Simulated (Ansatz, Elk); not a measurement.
# TlCuGeSe4: X-ray structure factors from the self-consistent density, part 2 of 2

Structure refinements treat a crystal as free atoms side by side. For a made-up structure of TlCuGeSe4 (cell and positions from a PBE relaxation) the runs below show what the calculated density changes in F(hkl).

Elk 11.2.3 (patched build); all-electron DFT.

So far: The starting structure; Ground state and structure factors.

The structure was built from a prototype and need not be the compound's stable phase.

**3. The highest occupied states alone**

Level of this step: DFT, PBE, all-electron APW+lo, Dirac cores, scalar-relativistic bands, static density, no spin (Elk).

An energy window below the Fermi level keeps the highest occupied states, to see at which angles they scatter; shallow core shells can lie inside it and anion s states outside. No new self-consistency is needed.

The input, elk.in:

```
tasks
  195

xctype
  20

spinpol
  .false.

rgkmax
  7.0

gmaxvr
  14.0

lmaxo
  7

lmaxapw
  8

swidth
  0.002

tshift
  .false.

ramdisk
  .false.

hmaxvr
  5.5

maxscl
  120

epspot
  1e-06

wsfac
  -0.226770 0.440730

sppath
  './'

avec
  -5.27302242898 5.27302242898 11.23362843952
  5.27302242898 -5.27302242898 11.23362843952
  5.27302242898 5.27302242898 -11.23362843952

atoms
  4
  'Tl.in'
  1
  0.5000000000 0.5000000000 -0.0000000000   0.000000 0.000000 0.000000
  'Se.in'
  4
  0.9155392459 0.3436331607 0.9961522518   0.000000 0.000000 0.000000
  0.3474809089 0.9193869941 0.0038477482   0.000000 0.000000 0.000000
  0.6563668393 0.6525190911 0.5719060851   0.000000 0.000000 0.000000
  0.0806130059 0.0844607541 0.4280939149   0.000000 0.000000 0.000000
  'Ge.in'
  1
  0.7500000000 0.2500000000 0.5000000000   0.000000 0.000000 0.000000
  'Cu.in'
  1
  0.2500000000 0.7500000000 0.5000000000   0.000000 0.000000 0.000000

ngridk
  6 6 6
```

Started as:

```sh
> OMP_NUM_THREADS=4 elk
```

Numbers of over 12 decimals in the logs are rounded to 6 here.

The program printed:

```text
┌─────────────────────────────────┐
│ Elk code version 11.2.3 started │
└─────────────────────────────────┘

Info(readinput): the functional depends on the density's gradient
 muffin-tin radial points multiplied by    2.00000
 (not where nrmtscf is given)

┌────────────────────┐
│ Current task : 195 │
└────────────────────┘
Info(checkmt): changed muffin-tin radius of species 2 (Se) from   2.4000 to   2.2290
Info(checkmt): changed muffin-tin radius of species 3 (Ge) from   2.4000 to   2.2698
Info(checkmt): changed muffin-tin radius of species 4 (Cu) from   2.4000 to   2.3569

Info(sfacrho): density structure factors written to SFACRHO.OUT

 Energy window :  -0.2267700000      0.4407300000

┌──────────────────┐
│ Elk code stopped │
└──────────────────┘
```

Elapsed: 20 s, on 4 threads of AMD EPYC 9R14 (Zen 4), shared host; peak memory 0.26 GiB; 25 s of CPU time.

States within 10 eV below the Fermi level hold 34.00 electrons; any levels below the window count with the cores. Their amplitudes can exceed the total, where window and core parts have opposite phase:

```
hkl  sin θ/λ (Å⁻¹)  abs F, window  abs F, all
002          0.084         11.017       9.536
101          0.099          7.506      57.682
110          0.127          8.492      26.288
112          0.152         11.495     166.748
103          0.155          7.279      92.887
004          0.168          3.638      10.470
200          0.179          4.458      20.409
202          0.198          6.902      27.995
211          0.205          7.123      87.400
121          0.205          5.355      91.564
```

**4. Another functional**

The difference from free atoms is small, so it is set against the change that PBEsol makes.

elk.in: that of step 3 with these lines changed.

```diff
@@ -1,2 +1,3 @@
 tasks
+  0
   195
@@ -4,3 +5,3 @@
 xctype
-  20
+  22
 
@@ -39,5 +40,2 @@
 
-wsfac
-  -0.226770 0.440730
-
 sppath
```

Started as:

```sh
> OMP_NUM_THREADS=4 elk
```

The program printed:

```text
┌─────────────────────────┐
│ Elk code version 11.2.3 │
└─────────────────────────┘

All units are atomic (Hartree, Bohr, etc.)

┌─────────────────────────────────────────────────┐
│ Ground-state run starting from atomic densities │
└─────────────────────────────────────────────────┘

Lattice vectors :
  -5.273022429       5.273022429       11.23362844
   5.273022429      -5.273022429       11.23362844
   5.273022429       5.273022429      -11.23362844

Reciprocal lattice vectors :
  0.4453662075E-17  0.5957859455      0.2796596550
[...]
species : 4 (Cu)
   atom 1                    :    28.08137944     (  0.2066756816E-03)
 total in muffin-tins        :    265.6375609
 total calculated charge     :    277.9980615
 total charge                :    278.0000000
 error                       :   0.1938486278E-02

┌──────────────────────────────┐
│ Self-consistent loop stopped │
└──────────────────────────────┘

Warning : core states of species 2 leak from the muffin-tin :   0.1795484954E-03

Warning : core states of species 3 leak from the muffin-tin :   0.7046826173E-03

Warning : core states of species 4 leak from the muffin-tin :   0.2066756816E-03

Wrote STATE.OUT
[key lines of the parts left out:]
total energy                :     -33748.716208486
```

Wall time 2.3 min (4 threads); peak memory 0.41 GiB; 8 min of CPU time.

Against the first run R = 0.02 %; the largest change is -0.050 at 112.

**5. Basis size**

The basis and the expansions that go with it are enlarged, to see whether the differences are converged.

elk.in: that of step 4 with these lines changed.

```diff
@@ -5,3 +5,3 @@
 xctype
-  22
+  20
 
@@ -11,12 +11,12 @@
 rgkmax
-  7.0
+  8.5
 
 gmaxvr
-  14.0
+  18.0
 
 lmaxo
-  7
+  9
 
 lmaxapw
-  8
+  10
```

Started as:

```sh
> OMP_NUM_THREADS=4 elk
```

The program printed:

```text
┌─────────────────────────┐
│ Elk code version 11.2.3 │
└─────────────────────────┘

All units are atomic (Hartree, Bohr, etc.)

┌─────────────────────────────────────────────────┐
│ Ground-state run starting from atomic densities │
└─────────────────────────────────────────────────┘

Lattice vectors :
  -5.273022429       5.273022429       11.23362844
   5.273022429      -5.273022429       11.23362844
   5.273022429       5.273022429      -11.23362844

Reciprocal lattice vectors :
  0.4453662075E-17  0.5957859455      0.2796596550
[...]
species : 4 (Cu)
   atom 1                    :    28.09095018     (  0.2029518095E-03)
 total in muffin-tins        :    265.7173053
 total calculated charge     :    277.9981527
 total charge                :    278.0000000
 error                       :   0.1847279686E-02

┌──────────────────────────────┐
│ Self-consistent loop stopped │
└──────────────────────────────┘

Warning : core states of species 2 leak from the muffin-tin :   0.1775999683E-03

Warning : core states of species 3 leak from the muffin-tin :   0.6942020857E-03

Warning : core states of species 4 leak from the muffin-tin :   0.2029518095E-03

Wrote STATE.OUT
[key lines of the parts left out:]
total energy                :     -33763.708051322
```

The job ended after 7.1 min (4 threads; peak memory 0.78 GiB).

Against the first run R = 0.01 %; the largest change is -0.017 at 336.

**6. Settings against the effect**

```
                              run  R against the first run (%)  R against neutral atoms, low angle (%)  wall time
                    PBE, rgkmax 7                         0.00                                    0.34    2.5 min
                           PBEsol                         0.02                                    0.34    2.3 min
rgkmax 8.5 with larger expansions                         0.01                                    0.34    7.1 min
```

**7. Results**

| Quantity | Value |
| --- | --- |
| R against neutral atoms, sin θ/λ < 0.3 Å⁻¹ | 0.34 % |
| R against neutral atoms, 0.3 to 0.56 Å⁻¹ | 0.12 % |

What this shows: Independent neutral atoms miss the calculated amplitudes by R = 0.34 % below 0.3 Å⁻¹ and 0.12 % from there to 0.56 Å⁻¹; by shells, 0.31 % below 0.15 Å⁻¹ (3 forms), 0.34 % 0.15 to 0.3 (24 forms), 0.15 % 0.3 to 0.45 (53 forms), 0.10 % above 0.45 (69 forms). Bonding, aspherical density and the tables' own atoms all enter these figures, and the runs don't part them. The largest change of an amplitude is -0.66 electrons, at 116. R counts amplitudes alone; phases shift too. Weak lines can change much in proportion: 206 goes from 1.54 to 1.25. The window's part falls from 34.0 electrons at the origin to at most 2.55 between 0.45 and 0.56 Å⁻¹, where compact states inside the window still scatter. Below 0.3 Å⁻¹ the changes that finished (PBEsol and rgkmax 8.5 with larger expansions) move F by R = 0.01 % at most, against the 0.34 % that separates it from free atoms. The k-mesh has no finished test. These runs have no spin, though d or f shells may be open. Spin-orbit coupling is left out, which can matter for elements this heavy. Part of the difference isn't bonding: the tables are fits to free atoms and ions calculated by other methods than this functional. Thermal motion, anomalous dispersion and extinction are left out.

[Logs are printed without paths, hosts, clocks, repeated set-up lines and the standing remarks that a program may print on its own settings, such as how far it seeks lower states.]

[Hosts, paths, dates, database ids (printed as entryN), source tags and the programs' standing remarks are cut or masked in the printed files.]
